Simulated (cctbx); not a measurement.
# Reading a Patterson map

Space group Pnma (no. 62), a = 13.6930 Å, b = 4.1340 Å, c = 11.2770 Å, α = 90.00°, β = 90.00°, γ = 90.00°, content Ag4 Sc4 K4 S12 Na4.

The data are simulated with cctbx, not measured: synchrotron X-rays, λ = 0.4959 Å, to d = 0.8 Å, 95 % of the full sphere, strongest reflection 5000 counts, noise from counting, a 1.5 % proportional error and a noise floor of 4 counts (s.d.); no absorption, some extinction.

Patterson synthesis, origin scaled to 1000:

```text
Patterson group P m m m
      u       v       w   height  length (A)
  0.000   0.000   0.000   1000.0     0.00
  0.500   0.000   0.050    334.8     6.87
  0.153   0.500   0.500    290.6     6.36
  0.035   0.500   0.500    248.0     6.02
  0.411   0.500   0.171    195.1     6.30
  0.183   0.000   0.000    172.9     2.51
  0.348   0.500   0.447    163.0     7.23
  0.092   0.500   0.230    151.5     3.55
  0.150   0.000   0.443    144.0     5.40
  0.064   0.000   0.247    138.3     2.92
  0.201   0.500   0.110    130.2     3.66
  0.350   0.000   0.396    117.8     6.55
  0.441   0.000   0.321    116.6     7.05
  0.273   0.500   0.359    114.6     5.89
```

Q: Assign the vectors.

A peak at u stands for all pairs with xi − xj = u, with weight Σ ZiZj against Σ Z² = 15600 at the origin. Peak heights follow these weights only roughly, since form factors, motion and series ripples differ, all vectors within 0.55 Å of a peak are counted as merged into it though the farther ones add only part of their weight, and F(000) is left out, which lowers the whole map:

| u | v | w | shortest length (Å) | height | 1000 ΣZiZj/ΣZ² | pairs in the cell |
| --- | --- | --- | --- | --- | --- | --- |
| 0.500 | 0.000 | 0.050 | 6.87 | 335 | 316 | 2 × Ag–Ag, 2 × S–S |
| 0.153 | 0.500 | 0.500 | 6.36 | 291 | 283 | 2 × Ag–Ag |
| 0.035 | 0.500 | 0.500 | 6.02 | 248 | 284 | 4 × Ag–S, 2 × K–K, 4 × S–Na |
| 0.411 | 0.500 | 0.171 | 6.30 | 195 | 272 | 2 × Ag–K, 2 × Ag–S, 2 × K–S, 2 × S–Na |
| 0.183 | 0.000 | 0.000 | 2.51 | 173 | 193 | 4 × Ag–S |
| 0.348 | 0.500 | 0.447 | 7.24 | 163 | 181 | 1 × Ag–Ag, 2 × K–S |
| 0.092 | 0.500 | 0.230 | 3.55 | 152 | 153 | 2 × Ag–K, 2 × K–S |
| 0.150 | 0.000 | 0.443 | 5.40 | 144 | 198 | 2 × Ag–Sc, 2 × K–S, 2 × S–S |
| 0.064 | 0.000 | 0.247 | 2.92 | 138 | 277 | 2 × Ag–K, 2 × Ag–S, 2 × Sc–S, 2 × S–Na |
| 0.201 | 0.500 | 0.110 | 3.66 | 130 | 176 | 2 × Ag–Sc, 3 × S–S |

The table stops at ten peaks or at a height of 45, below which ripples compete. In the model behind the data Ag, the heaviest element, has 1 independent site: (0.6732, 3/4, 0.7255), up to an allowed shift of origin; the Ag–Ag vectors are differences of these positions and their symmetry mates. The whole model:

| atom | mult. | x | y | z | Ueq (Å²) |
| --- | --- | --- | --- | --- | --- |
| Ag1 | 4 | 0.6732 | 3/4 | 0.7255 | 0.0025 |
| Sc1 | 4 | 0.5260 | 3/4 | 0.1667 | 0.0066 |
| K1 | 4 | 0.7321 | 3/4 | 0.4568 | 0.0071 |
| S1 | 4 | 0.4129 | 3/4 | 0.3707 | 0.0059 |
| S2 | 4 | 0.5984 | 3/4 | 0.9298 | 0.0083 |
| S3 | 4 | 0.8563 | 3/4 | 0.7290 | 0.0070 |
| Na1 | 4 | 0.9645 | 3/4 | 0.9111 | 0.0045 |

This is a model crystal, built by substitution and not relaxed, with assumed displacement parameters.

[Logs are printed without paths, hosts, clocks, repeated set-up lines and the standing remarks that a program may print on its own settings, such as how far it seeks lower states.]
